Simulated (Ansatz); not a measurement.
**Al wire along [100], 21 atoms a period: bands along the axis**

Wanted: the relaxed geometry and the bands of the Al wire along [100], 21 atoms a period.

Calculated with Ansatz 0.2.0; DFT PBE, plane waves, PAW; relaxation of a wire's period; PAW set soft_1, in the first sound run; inputs show where later runs differ.

## 1. Starting point

The cell holds 21 atoms: 21 Al. Cell: a = 14.880 Å, b = 14.880 Å, c = 4.040 Å, α = 90.0°, β = 90.0°, γ = 90.0°. Vacuum lies along a and b. The structure's axis is c.

## 2. The relaxed wire

Band widths follow the bond lengths, so the wire is relaxed first. The atoms and the third cell vector are free; the box across stays fixed as vacuum. A Fermi-Dirac smearing is set since the result may be a metal. The pressure printed is a third of the stress's trace over the whole box, vacuum included; only the stress along the axis is relaxed.

input.yaml

```yaml
crystal:
  lattice:
    - [14.88, 0.0, 0.0]
    - [0.0, 14.88, 0.0]
    - [0.0, 0.0, 4.04]
  atoms:
    - { symbol: Al, position: [0.228494624, 0.5, 0.0] }
    - { symbol: Al, position: [0.364247312, 0.364247312, 0.0] }
    - { symbol: Al, position: [0.364247312, 0.635752688, 0.0] }
    - { symbol: Al, position: [0.5, 0.228494624, 0.0] }
    - { symbol: Al, position: [0.5, 0.5, 0.0] }
    - { symbol: Al, position: [0.5, 0.771505376, 0.0] }
    - { symbol: Al, position: [0.635752688, 0.364247312, 0.0] }
    - { symbol: Al, position: [0.635752688, 0.635752688, 0.0] }
    - { symbol: Al, position: [0.771505376, 0.5, 0.0] }
    - { symbol: Al, position: [0.228494624, 0.364247312, 0.5] }
    - { symbol: Al, position: [0.228494624, 0.635752688, 0.5] }
    - { symbol: Al, position: [0.364247312, 0.228494624, 0.5] }
    - { symbol: Al, position: [0.364247312, 0.5, 0.5] }
    - { symbol: Al, position: [0.364247312, 0.771505376, 0.5] }
    - { symbol: Al, position: [0.5, 0.364247312, 0.5] }
    - { symbol: Al, position: [0.5, 0.635752688, 0.5] }
    - { symbol: Al, position: [0.635752688, 0.228494624, 0.5] }
    - { symbol: Al, position: [0.635752688, 0.5, 0.5] }
    - { symbol: Al, position: [0.635752688, 0.771505376, 0.5] }
    - { symbol: Al, position: [0.771505376, 0.364247312, 0.5] }
    - { symbol: Al, position: [0.771505376, 0.635752688, 0.5] }
kpoints:
  mp_grid: { grid: [1, 1, 20] }
scf:
  occupations: { method: fermi_dirac, width: 0.05 }
hamiltonian:
  xc: pbe
  pseudopotentials: { kind: paw, azcp: { folder: soft_1 } }
relax:
  cell: { fix: [a, b, alpha, beta, gamma] }
  max_steps: 45
  f_tol: 0.03
```

Launch:

```
$ ansatz run input.yaml --threads 4 --pin off --max-ram 16384MiB --backend cpu --events-out ev --progress --plain --runs-dir out
```

Numbers of over 12 decimals in the logs are rounded to 6 here.

What it wrote:

```text
Engine: ansatz 0.2.0, aarch64-unknown-linux-gnu
Pseudopotentials: kind: paw
Pseudopotential: Al, paw, valence charge 3, recommended cutoff 420 eV (normal), soft_1/Al.paw.azcp
Functional definition: PBE
  parameter kappa = 0.804
  parameter beta = 0.066725
  exchange = pbe_x(kappa = kappa, mu = beta*pi^2/3)
  correlation = pbe_c(beta = beta)
Crystal: 21 atoms, lattice volume = 894.514 Å³
Basis set: ecut = 420 eV, 17481 PW (Γ), exchange–correlation on 200×200×60 points (8 copies of the dense FFT grid, shifted against one another)
Bands: 53, of which v1, the nominal top of the filled ones, is band 32 counted from 1 (31 counted from 0)
Symmetry: 16 space group operations
Space group: P4/mmm (ITA 123), of the structure as read, at distance tolerance 9.6e-5 Å
k-points: 11 of 20
Non-local potential: Al, projectors of the file, l = 0: 2, l = 1: 2, l = 2: 1
PAW form: soft (Blöchl's): semilocal exchange-correlation on the pseudo side does not see the compensation charge
PAW one-centre angular grid: Al, 110 points (default); XC on 64 Gauss nodes
Initial density: superposition of atomic densities (neutral atoms: chi_scale 0, normalization atom)
Initial wavefunctions: pseudopotential atomic-orbital guess
Functional: x = pbe(κ = 0.804, μ = 0.219515), c = pbe(β = 0.066725)
SCF iter   1: F=—  HF=-11283.373115 eV  |F-HF|=—  |Δ(HF+E_count)|=         —  Δρ=2.05e-2  dr2=4.31e1  ethr=3.10e-3  ⟨swp⟩=8.7  Hψ=3309  notcnv=0  defer=29
preconditioner: auto → LDOS  [metal: Δε(μ)=0.039 eV  Ē_g=6.060 eV  σ=0.050 eV  W_gap=0.19  n_scr=74 (ndim 8)  ℏωp=9.9 eV  f_vac=0.326  D(μ)=9.47/eV (n_scr^D=36)  β→1.0]
SCF iter   2: F=—  HF=-11279.137817 eV  |F-HF|=—  |Δ(HF+E_count)|=    4.24e0  Δρ=1.36e-2  dr2=9.85e0  ethr=3.10e-3  ⟨swp⟩=5.1  Hψ=1675  notcnv=0  defer=85
SCF iter   3: F=—  HF=-11278.254259 eV  |F-HF|=—  |Δ(HF+E_count)|=   8.84e-1  Δρ=2.12e-3  dr2=2.02e-1  ethr=3.10e-3  ⟨swp⟩=4.5  Hψ=1496  notcnv=0  defer=68
SCF iter   4: F=—  HF=-11278.217741 eV  |F-HF|=—  |Δ(HF+E_count)|=   3.65e-2  Δρ=6.60e-4  dr2=9.04e-3  ethr=3.21e-4  ⟨swp⟩=2.5  Hψ=866  notcnv=0  defer=68
SCF iter   5: F=—  HF=-11278.218992 eV  |F-HF|=—  |Δ(HF+E_count)|=   1.25e-3  Δρ=2.36e-4  dr2=1.39e-3  ethr=1.43e-5  ⟨swp⟩=2.2  Hψ=931  notcnv=0  defer=68
SCF iter   6: F=—  HF=-11278.219084 eV  |F-HF|=—  |Δ(HF+E_count)|=   9.15e-5  Δρ=5.27e-5  dr2=6.34e-5  ethr=2.20e-6  ⟨swp⟩=2.6  Hψ=819  notcnv=0  defer=68
SCF iter   7: F=—  HF=-11278.218891 eV  |F-HF|=—  |Δ(HF+E_count)|=   1.93e-4  Δρ=8.62e-6  dr2=1.36e-6  ethr=1.01e-7  ⟨swp⟩=2.5  Hψ=998  notcnv=0  defer=68
SCF iter   8: F=-11278.218892 eV  HF=-11278.218892 eV  |F-HF|=1.81e-8  |Δ(HF+E_count)|=   5.34e-7  Δρ=1.94e-6  dr2=8.66e-8  ethr=1.59e-10  ⟨swp⟩=6.0  Hψ=2173  notcnv=0
SCF 1 converged in 8 iterations: F = -11278.218892 eV  dr2 = 8.66e-8
  greatest PAW one-centre occupation: 0.503 electrons in one spin orbital (limit 2), on the Al atom at site 20 (counted from 0), in its partial waves of l = 0
relax step   1: F+E_penalty+E_count = -11278.21889150 eV  Δ(F+E_penalty+E_count) = +0.000e0 eV  max|allowed force component| = 2.355e-1 eV/Å  Δτ_max = 0.0000 Å  P = -1.133 GPa  Ω = 894.514 Å³  fix = [a, b, alpha, beta, gamma]  reactions: a -0.627, b -0.627 GPa  (8 SCF iters, dr2 threshold 1.00e-7 eV, accepted)
Crystal: 21 atoms, lattice volume = 854.382 Å³
Basis set: ecut = 420 eV, 16753 PW (Γ), exchange–correlation on 200×200×60 points (8 copies of the dense FFT grid, shifted against one another)
Initial density: handed on by an earlier stage of this run
Initial wavefunctions: those handed on with the density
iter 1 solved again at ethr=4.32e-4 eV; its pass at ethr=3.10e-3 eV (dr2=2.72e-1 eV) is discarded
SCF iter   1: F=—  HF=-11278.653880 eV  |F-HF|=—  |Δ(HF+E_count)|=         —  Δρ=2.12e-3  dr2=2.86e-1  ethr=4.32e-4  ⟨swp⟩=5.5  Hψ=3063  notcnv=0  defer=2
preconditioner: auto → LDOS  [metal: Δε(μ)=0.036 eV  Ē_g=5.936 eV  σ=0.050 eV  W_gap=0.18  n_scr=74 (ndim 8)  ℏωp=10.1 eV  f_vac=0.364  D(μ)=14.35/eV (n_scr^D=74)  β→1.0]
SCF iter   2: F=—  HF=-11278.605681 eV  |F-HF|=—  |Δ(HF+E_count)|=   4.82e-2  Δρ=1.16e-3  dr2=2.01e-2  ethr=4.32e-4  ⟨swp⟩=3.7  Hψ=1137  notcnv=0  defer=19
SCF iter   3: F=—  HF=-11278.605823 eV  |F-HF|=—  |Δ(HF+E_count)|=   1.42e-4  Δρ=2.92e-4  dr2=4.09e-3  ethr=3.19e-5  ⟨swp⟩=2.3  Hψ=1095  notcnv=0  defer=30
SCF iter   4: F=—  HF=-11278.605324 eV  |F-HF|=—  |Δ(HF+E_count)|=   5.00e-4  Δρ=9.95e-5  dr2=8.29e-4  ethr=6.48e-6  ⟨swp⟩=2.4  Hψ=883  notcnv=0  defer=29
SCF iter   5: F=—  HF=-11278.605145 eV  |F-HF|=—  |Δ(HF+E_count)|=   1.79e-4  Δρ=2.42e-5  dr2=4.23e-5  ethr=1.32e-6  ⟨swp⟩=1.5  Hψ=591  notcnv=0  defer=29
SCF iter   6: F=-11278.605144 eV  HF=-11278.605146 eV  |F-HF|=1.34e-6  |Δ(HF+E_count)|=   1.07e-6  Δρ=6.67e-6  dr2=1.85e-6  ethr=3.33e-9  ⟨swp⟩=4.5  Hψ=2643  notcnv=0
SCF 2 converged in 6 iterations: F = -11278.605144 eV  dr2 = 1.85e-6
  greatest PAW one-centre occupation: 0.500 electrons in one spin orbital (limit 2), on the Al atom at site 20 (counted from 0), in its partial waves of l = 0
relax step   2: F+E_penalty+E_count = -11278.60514441 eV  Δ(F+E_penalty+E_count) = -3.863e-1 eV  max|allowed force component| = 1.069e-1 eV/Å  Δτ_max = 0.0650 Å  P = +0.291 GPa  Ω = 854.382 Å³  energy of the carried Pulay correction = +3.514e-3 eV  fix = [a, b, alpha, beta, gamma]  reactions: a +0.650, b +0.650 GPa  (6 SCF iters, dr2 threshold 2.10e-6 eV, accepted)
Crystal: 21 atoms, lattice volume = 814.916 Å³
Basis set: ecut = 420 eV, 15929 PW (Γ), exchange–correlation on 200×200×60 points (8 copies of the dense FFT grid, shifted against one another)
iter 1 solved again at ethr=1.52e-3 eV; its pass at ethr=3.10e-3 eV (dr2=9.57e-1 eV) is discarded
SCF iter   1: F=—  HF=-11278.645244 eV  |F-HF|=—  |Δ(HF+E_count)|=         —  Δρ=3.70e-3  dr2=9.75e-1  ethr=1.52e-3  ⟨swp⟩=4.8  Hψ=3332  notcnv=0  defer=1
preconditioner: auto → LDOS  [metal: Δε(μ)=0.022 eV  Ē_g=5.816 eV  σ=0.050 eV  W_gap=0.11  n_scr=66 (ndim 8)  ℏωp=10.3 eV  f_vac=0.328  D(μ)=9.01/eV (n_scr^D=36)  β→1.0]
SCF iter   2: F=—  HF=-11278.547665 eV  |F-HF|=—  |Δ(HF+E_count)|=   9.76e-2  Δρ=1.12e-3  dr2=3.72e-2  ethr=1.52e-3  ⟨swp⟩=2.6  Hψ=859  notcnv=0  defer=16
SCF iter   3: F=—  HF=-11278.547766 eV  |F-HF|=—  |Δ(HF+E_count)|=   1.01e-4  Δρ=2.65e-4  dr2=2.40e-3  ethr=5.90e-5  ⟨swp⟩=2.8  Hψ=1155  notcnv=0  defer=57
SCF iter   4: F=—  HF=-11278.547815 eV  |F-HF|=—  |Δ(HF+E_count)|=   4.88e-5  Δρ=5.39e-5  dr2=4.60e-5  ethr=3.82e-6  ⟨swp⟩=2.5  Hψ=811  notcnv=0  defer=57
SCF iter   5: F=—  HF=-11278.547799 eV  |F-HF|=—  |Δ(HF+E_count)|=   1.58e-5  Δρ=1.50e-5  dr2=4.17e-6  ethr=7.30e-8  ⟨swp⟩=2.5  Hψ=927  notcnv=0  defer=57
SCF iter   6: F=-11278.547800 eV  HF=-11278.547800 eV  |F-HF|=2.97e-7  |Δ(HF+E_count)|=   9.69e-7  Δρ=4.55e-6  dr2=5.59e-7  ethr=1.13e-9  ⟨swp⟩=6.0  Hψ=2054  notcnv=0
SCF 3 converged in 6 iterations: F = -11278.547800 eV  dr2 = 5.59e-7
  greatest PAW one-centre occupation: 0.505 electrons in one spin orbital (limit 2), on the Al atom at site 16 (counted from 0), in its partial waves of l = 0
relax step   3: F+E_penalty+E_count = -11278.54779986 eV  Δ(F+E_penalty+E_count) = +5.734e-2 eV  max|allowed force component| = 1.540e-1 eV/Å  Δτ_max = 0.2000 Å  P = -0.122 GPa  Ω = 814.916 Å³  energy of the carried Pulay correction = +7.131e-3 eV  fix = [a, b, alpha, beta, gamma]  (6 SCF iters, dr2 threshold 7.14e-7 eV, rejected (line search))
Crystal: 21 atoms, lattice volume = 836.659 Å³
Basis set: ecut = 420 eV, 16377 PW (Γ), exchange–correlation on 200×200×60 points (8 copies of the dense FFT grid, shifted against one another)
iter 1 solved again at ethr=3.03e-4 eV; its pass at ethr=3.10e-3 eV (dr2=1.91e-1 eV) is discarded
SCF iter   1: F=—  HF=-11278.731229 eV  |F-HF|=—  |Δ(HF+E_count)|=         —  Δρ=1.94e-3  dr2=2.26e-1  ethr=3.03e-4  ⟨swp⟩=6.0  Hψ=3005  notcnv=0  defer=4
eigensolver tolerance schedule calibrated: the retry pair's looser diagonalisation under-reported the residual by θ = 0.15 (0.15/decade); ethr = c·dr2/N_el runs at the constant in force after the calibration composes with the one it found (an armed cap, an earlier calibration), c = 4.3e-2
preconditioner: auto → LDOS  [metal: Δε(μ)=0.006 eV  Ē_g=5.863 eV  σ=0.050 eV  W_gap=0.03  n_scr=74 (ndim 8)  ℏωp=10.2 eV  f_vac=0.359  D(μ)=10.23/eV (n_scr^D=36)  β→1.0]
SCF iter   2: F=—  HF=-11278.707058 eV  |F-HF|=—  |Δ(HF+E_count)|=   2.42e-2  Δρ=5.99e-4  dr2=5.21e-3  ethr=1.54e-4  ⟨swp⟩=3.3  Hψ=1125  notcnv=0  defer=16
SCF iter   3: F=—  HF=-11278.707219 eV  |F-HF|=—  |Δ(HF+E_count)|=   1.61e-4  Δρ=2.04e-4  dr2=2.07e-3  ethr=3.56e-6  ⟨swp⟩=2.6  Hψ=1214  notcnv=0  defer=21
SCF iter   4: F=—  HF=-11278.707037 eV  |F-HF|=—  |Δ(HF+E_count)|=   1.82e-4  Δρ=5.26e-5  dr2=1.24e-4  ethr=1.41e-6  ⟨swp⟩=2.7  Hψ=921  notcnv=0  defer=21
SCF iter   5: F=—  HF=-11278.707026 eV  |F-HF|=—  |Δ(HF+E_count)|=   1.08e-5  Δρ=1.29e-5  dr2=4.02e-6  ethr=8.49e-8  ⟨swp⟩=2.5  Hψ=998  notcnv=0  defer=21
SCF iter   6: F=—  HF=-11278.707065 eV  |F-HF|=—  |Δ(HF+E_count)|=   3.89e-5  Δρ=3.15e-6  dr2=1.97e-7  ethr=2.74e-9  ⟨swp⟩=3.3  Hψ=1111  notcnv=0  defer=21
SCF iter   7: F=—  HF=-11278.707065 eV  |F-HF|=—  |Δ(HF+E_count)|=   4.47e-8  Δρ=7.75e-7  dr2=1.26e-8  ethr=1.34e-10  ⟨swp⟩=2.4  Hψ=981  notcnv=0  defer=21
SCF iter   8: F=—  HF=-11278.707065 eV  |F-HF|=—  |Δ(HF+E_count)|=   1.25e-9  Δρ=2.04e-7  dr2=7.87e-10  ethr=8.59e-12  ⟨swp⟩=2.1  Hψ=932  notcnv=0  defer=21
SCF iter   9: F=-11278.707065 eV  HF=-11278.707065 eV  |F-HF|=2.18e-11  |Δ(HF+E_count)|=  2.16e-10  Δρ=5.93e-8  dr2=4.58e-11  ethr=1.00e-12  ⟨swp⟩=5.5  Hψ=2001  notcnv=0
SCF 4 converged in 9 iterations: F = -11278.707065 eV  dr2 = 4.58e-11
  greatest PAW one-centre occupation: 0.502 electrons in one spin orbital (limit 2), on the Al atom at site 16 (counted from 0), in its partial waves of l = 0
relax step   4: F+E_penalty+E_count = -11278.70706514 eV  Δ(F+E_penalty+E_count) = -1.019e-1 eV  max|allowed force component| = 2.947e-2 eV/Å  Δτ_max = 0.0928 Å  P = -0.035 GPa  Ω = 836.659 Å³  energy of the carried Pulay correction = +5.118e-3 eV  fix = [a, b, alpha, beta, gamma]  reactions: a -0.034, b -0.034 GPa  (9 SCF iters, accepted)
Basis set: ecut = 420 eV, 16377 PW (Γ), exchange–correlation on 200×200×54 points (8 copies of the dense FFT grid, shifted against one another)
Initial wavefunctions: pseudopotential atomic-orbital guess (no wavefunctions were taken with the density)
iter 1 solved again at ethr=1.18e-6 eV; its pass at ethr=3.10e-3 eV (dr2=7.46e-4 eV) is discarded
SCF iter   1: F=—  HF=-11278.704457 eV  |F-HF|=—  |Δ(HF+E_count)|=         —  Δρ=2.11e-5  dr2=4.44e-7  ethr=1.18e-6  ⟨swp⟩=5.8  Hψ=5242  notcnv=0  defer=3
eigensolver tolerance schedule: the retry pair's looser diagonalisation over-reported the residual by 1679.48 of it (diagonalisation noise at 1.79 of the residual, at the tolerance the schedule requests for it); recorded, not acted on — ethr = c·dr2/N_el stays at c = 1.0e-1
preconditioner: auto → LDOS  [metal: Δε(μ)=0.031 eV  Ē_g=5.854 eV  σ=0.050 eV  W_gap=0.15  n_scr=74 (ndim 8)  ℏωp=10.2 eV  f_vac=0.353  D(μ)=10.51/eV (n_scr^D=36)  β→1.0]
SCF iter   2: F=—  HF=-11278.704383 eV  |F-HF|=—  |Δ(HF+E_count)|=   7.42e-5  Δρ=2.09e-6  dr2=2.03e-7  ethr=7.04e-10  ⟨swp⟩=3.9  Hψ=1413  notcnv=0  defer=1
SCF iter   3: F=—  HF=-11278.704383 eV  |F-HF|=—  |Δ(HF+E_count)|=   9.37e-9  Δρ=5.70e-7  dr2=6.45e-9  ethr=3.23e-10  ⟨swp⟩=2.0  Hψ=608  notcnv=0  defer=1
SCF iter   4: F=—  HF=-11278.704383 eV  |F-HF|=—  |Δ(HF+E_count)|=   3.12e-9  Δρ=1.06e-7  dr2=2.42e-10  ethr=1.02e-11  ⟨swp⟩=2.9  Hψ=1058  notcnv=0  defer=1
SCF iter   5: F=-11278.704383 eV  HF=-11278.704383 eV  |F-HF|=1.27e-11  |Δ(HF+E_count)|=  1.27e-11  Δρ=3.03e-8  dr2=2.38e-11  ethr=1.00e-12  ⟨swp⟩=4.9  Hψ=1778  notcnv=0
SCF 5 converged in 5 iterations: F = -11278.704383 eV  dr2 = 2.38e-11
  greatest PAW one-centre occupation: 0.502 electrons in one spin orbital (limit 2), on the Al atom at site 20 (counted from 0), in its partial waves of l = 0
relax step   5: F+E_penalty+E_count = -11278.70438311 eV  Δ(F+E_penalty+E_count) = +2.682e-3 eV  max|allowed force component| = 2.942e-2 eV/Å  Δτ_max = 0.0000 Å  P = -0.042 GPa  Ω = 836.659 Å³  fix = [a, b, alpha, beta, gamma]  reactions: a -0.038, b -0.038 GPa  stress off target by 4.82e-2 GPa on what of the cell is left free  SCF on the basis re-selected at this cell (its energy is not comparable with the rows above)  (5 SCF iters)
basis re-selected at this cell: Δ(F+E_penalty+E_count) = +2.682e-3 eV, ΔP = -0.007 GPa vs the last step (what re-selecting the basis moved, of the pressure what is left beyond the Pulay correction that the steps carried, after the strain that the cell walked since its last selection, with what the two solves' SCF thresholds leave and, on support functions, any second-order correction that the steps lacked; it is no measure of the basis error at this ecutwfc). The dense FFT grid was sized anew with the basis: this SCF ran on 100×100×27 points, the steps before it on 100×100×30, so part of this shift can come from that change (see relax.cell in the input reference). [rest of the remark cut]
SCF converged after 5 iterations
Free energy (F): -11278.704383 eV
Harris-Foulkes:  -11278.704383 eV  (|F-HF|=1.27e-11)
Internal energy: -11278.619993 eV  (E = F + TS)
E sigma→0 (E₀):  -11278.662188 eV
Entropy (-TS):   -0.084390 eV (-4.019 meV/atom)
Fermi energy:    0.902485 eV
--- Per-component energies (eV) ---
  E_band       = -187.478051
  E_kinetic    = 441.891506
  E_local      = -4781.618596  (includes V_loc(G=0)·N_el)
  E_nonlocal   = 217.384202
  E_hartree    = 2297.027328
  E_xc         = -771.504595
  E_vxc        = -585.218742  (∫ρ·V_xc dr)
  E_paw        = -9857.783773  (= ΣΔE_a)
  E_vpaw       = -73.970963  (= ΣTr[D̂ρ^β])
  E_aug_tail   = -0.000044  (compensation charges beyond the density's cutoff)
  E_ewald      = 1175.983979
  E_smearing   = -0.084390  (= −TS)
  E_closure    = 0.000000  (closes the sum)
  Σ components = -11278.704383   (vs F -11278.704383, Δ=0.00e0)
--- Forces (eV/Å), atoms counted from 1 ---
  atom   1  Al     0.01928371     0.00000000    -0.00000000
  atom   2  Al     0.00626787     0.00626787    -0.00000000
  atom   3  Al     0.00626787    -0.00626787    -0.00000000
  atom   4  Al     0.00000000     0.01928371    -0.00000000
  atom   5  Al    -0.00000000     0.00000000     0.00000000
  atom   6  Al    -0.00000000    -0.01928371     0.00000000
  atom   7  Al    -0.00626787     0.00626787     0.00000000
  atom   8  Al    -0.00626787    -0.00626787     0.00000000
  atom   9  Al    -0.01928371    -0.00000000     0.00000000
  atom  10  Al     0.02942182    -0.00831463    -0.00000000
  atom  11  Al     0.02942182     0.00831463    -0.00000000
  atom  12  Al    -0.00831463     0.02942182     0.00000000
  atom  13  Al    -0.00612225    -0.00000000     0.00000000
  atom  14  Al    -0.00831463    -0.02942182     0.00000000
  atom  15  Al    -0.00000000    -0.00612225     0.00000000
  atom  16  Al     0.00000000     0.00612225    -0.00000000
  atom  17  Al     0.00831463     0.02942182    -0.00000000
  atom  18  Al     0.00612225     0.00000000    -0.00000000
  atom  19  Al     0.00831463    -0.02942182    -0.00000000
  atom  20  Al    -0.02942182    -0.00831463     0.00000000
  atom  21  Al    -0.02942182     0.00831463     0.00000000
  max |Σ_I F_I| component: 6.94e-18 eV/Å
--- Stress (GPa, compression-positive) ---
       -0.038249      -0.000000       0.000000
       -0.000000      -0.038249       0.000000
        0.000000       0.000000      -0.048212
  P = ⅓ Tr σ = -0.0416 GPa (-0.416 kbar)
--- Relaxed structure (4 steps of the walk, 3 accepted, 1 SCFs on fresh bases) ---
  F+E_penalty+E_count = -11278.70438311 eV   max|allowed force component| = 2.942e-2 eV/Å   (the final SCF, on the basis selected at the relaxed cell)
  cell:  # Å, volume = 836.6586 Å³
    - [14.88, 0, 0]
    - [0, 14.88, 0]
    - [0, 0, 3.778700]
  atoms:
    - { symbol: Al, position: [0.217890, 0.5, 0] }
    - { symbol: Al, position: [0.361662, 0.361662, 0] }
    - { symbol: Al, position: [0.361662, 0.638338, 0] }
    - { symbol: Al, position: [0.5, 0.217890, 0] }
    - { symbol: Al, position: [0.5, 0.5, 0] }
    - { symbol: Al, position: [0.5, 0.782110, 0] }
    - { symbol: Al, position: [0.638338, 0.361662, 0] }
    - { symbol: Al, position: [0.638338, 0.638338, 0] }
    - { symbol: Al, position: [0.782110, 0.5, 0] }
    - { symbol: Al, position: [0.226397, 0.363384, 0.5] }
    - { symbol: Al, position: [0.226397, 0.636616, 0.5] }
    - { symbol: Al, position: [0.363384, 0.226397, 0.5] }
    - { symbol: Al, position: [0.360598, 0.5, 0.5] }
    - { symbol: Al, position: [0.363384, 0.773603, 0.5] }
    - { symbol: Al, position: [0.5, 0.360598, 0.5] }
    - { symbol: Al, position: [0.5, 0.639402, 0.5] }
    - { symbol: Al, position: [0.636616, 0.226397, 0.5] }
    - { symbol: Al, position: [0.639402, 0.5, 0.5] }
    - { symbol: Al, position: [0.636616, 0.773603, 0.5] }
    - { symbol: Al, position: [0.773603, 0.363384, 0.5] }
    - { symbol: Al, position: [0.773603, 0.636616, 0.5] }
```

Wall time 39 s (4 threads of Arm Neoverse V2, shared host); peak memory 1.7 GiB; 2.5 min of CPU time.

[end of part 1 of 2]

[Logs are printed without paths, hosts, clocks, repeated set-up lines and the standing remarks that a program may print on its own settings, such as how far it seeks lower states.]

[Hosts, paths, dates, database ids (printed as entryN), source tags and the programs' standing remarks are cut or masked in the printed files.]
